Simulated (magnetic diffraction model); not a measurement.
## Magnetic neutron pattern of CaYbCo

Space group P-62m (no. 189), a = 7.9730 Å, c = 4.1780 Å.

```csv
site,atom,x,y,z
3g,Yb,0,0.5864,1/2
1b,Co,0,0,1/2
2c,Co,1/3,2/3,0
3f,Ca,0,0.2456,0
```

This is a made-up structure (elements placed in a structure type, unrelaxed), so the numbers test the method and describe no known phase.

Only Yb is taken to order (form factors of Yb3+); orders and moment sizes are assumed, and not adapted to the symmetry. Radiation: neutrons of λ = 1.594 Å, 3° to 50°; isotropic B of 0.14 Å² (Yb), 0.23 Å² (Co) and 0.2 Å² (Ca). Simulated constant-wavelength pattern: nuclear and magnetic terms add, the magnetic one as |2.695 fm × Σ f S⊥ exp(2πi Q·r) exp(−B s²)|², summed over all Q at one angle with the factor 1/(sin²θ cos θ). For collinear order S is the moment m, which repeats by lattice and centring translations R with the sign exp(−2πi k·R). Free-ion form factors, Sears's scattering lengths of 1992, no absorption; a label names one of the reflections at its angle. The strongest nuclear line in the range is 100, and lines under 0.2 are left out.

Assume the order k = (0 1/2 1/2), collinear moments along [101], 2.8 μB on Yb; signs + at (0, 0.5864, 1/2), + at (0.5864, 0, 1/2), + at (0.4136, 0.4136, 1/2).

Predict the pattern, nuclear and magnetic parts apart.

```csv
2θ (°),index,nuclear,magnetic
12.80,(0 1/2 1/2),0.0,34.4
13.26,(1 0 0),3.3,0.0
15.88,(1 -1/2 1/2),0.0,2.7
20.74,(1 1/2 1/2),0.0,9.2
21.99,(0 0 1),11.6,0.0
22.80,(0 3/2 1/2),0.0,7.1
23.07,(1 1 0),27.5,0.0
25.77,(1 0 1),9.3,0.0
26.46,(2 -3/2 1/2),0.0,6.5
26.70,(2 0 0),20.9,0.0
31.21,(1 3/2 1/2),0.0,9.3
32.08,(1 1 1),100.0,0.0
32.66,(2 1/2 1/2),0.0,4.0
33.94,(0 1/2 3/2),0.0,4.0
34.85,(2 0 1),76.4,0.0
35.29,(1 -1/2 3/2),0.0,0.7
35.39,(0 5/2 1/2),0.0,1.1
35.56,(2 1 0),51.3,0.0
36.68,(3 -3/2 1/2),0.0,0.2
37.85,(1 1/2 3/2),0.0,2.6
39.08,(0 3/2 3/2),0.0,1.9
39.17,(3 -1/2 1/2),0.0,1.1
40.52,(3 0 0),16.2,0.0
41.44,(2 -1/2 3/2),0.0,3.9
42.21,(2 1 1),8.3,0.0
42.66,(2 3/2 1/2),0.0,1.1
43.78,(1 5/2 1/2),0.0,5.5
44.79,(1 3/2 3/2),0.0,3.9
44.86,(0 0 2),24.5,0.0
45.87,(2 1/2 3/2),0.0,2.1
45.95,(3 1/2 1/2),0.0,2.3
46.58,(3 0 1),2.2,0.0
46.98,(1 0 2),0.6,0.0
47.14,(2 2 0),4.2,0.0
47.96,(0 5/2 3/2),0.0,0.5
48.98,(3 -3/2 3/2),0.0,0.2
49.05,(0 7/2 1/2),0.0,1.8
49.19,(3 1 0),35.3,0.0
```

The strongest magnetic line in the range is (0 1/2 1/2) at 12.80° (34.4). On top of the Lorentz factor, which all lines share, magnetic lines fade with angle because f falls: for Yb3+ it is 0.97, 0.88, 0.76 and 0.51 at sin θ/λ = 0.1, 0.2, 0.3 and 0.5 Å⁻¹, while nuclear lengths stay constant. The order has no net moment.

[Logs are printed without paths, hosts, clocks, repeated set-up lines and the standing remarks that a program may print on its own settings, such as how far it seeks lower states.]
